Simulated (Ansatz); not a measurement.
Rows from a G0W0 calculation on Bi2Te2Pb2S3 (P-3m1) (Ansatz 0.2.0; G0W0 on PBE, plane waves, PAW; 6×6×1 mesh, 369 empty bands, screening to 72 eV), in eV. Spin-orbit coupling is left out.

| row | k | band | start | Σx | Σc at the solution | Vxc |
| --- | --- | --- | --- | --- | --- | --- |
| A | Γ | v2 | 7.491 | -15.621 | 1.342 | -14.091 |
| B | Γ | c1 | 8.689 | -8.769 | -3.044 | -11.917 |
| C | Γ | c2 | 9.598 | -10.053 | -2.997 | -13.213 |
| D | Γ | v1 | 8.309 | -15.939 | 0.805 | -15.073 |
| E | Γ | c3 | 9.786 | -9.587 | -3.076 | -12.851 |

Work out each quasiparticle level and how far it moved.

The quasiparticle equation reads E = start + Σx + Σc(E) − Vxc.

| row | E (eV) | shift (eV) |
| --- | --- | --- |
| A | 7.302 | −0.189 |
| B | 8.793 | +0.105 |
| C | 9.760 | +0.163 |
| D | 8.248 | −0.061 |
| E | 9.973 | +0.188 |

The gap over the computed points goes from 0.38 eV to 0.55 eV.

Limits: not at the basis limit; model gap, bands may invert with spin-orbit coupling; no spin-orbit coupling; coarse k mesh.

[Runs of the session that timed out or met a known fault of the program may be left out.]

[Cells called generated may have been cut or substituted from an entry of the Crystallography Open Database or the Materials Project.]

[Hosts, paths, dates, database ids (printed as entryN), source tags and the programs' standing remarks are cut or masked in the printed files.]
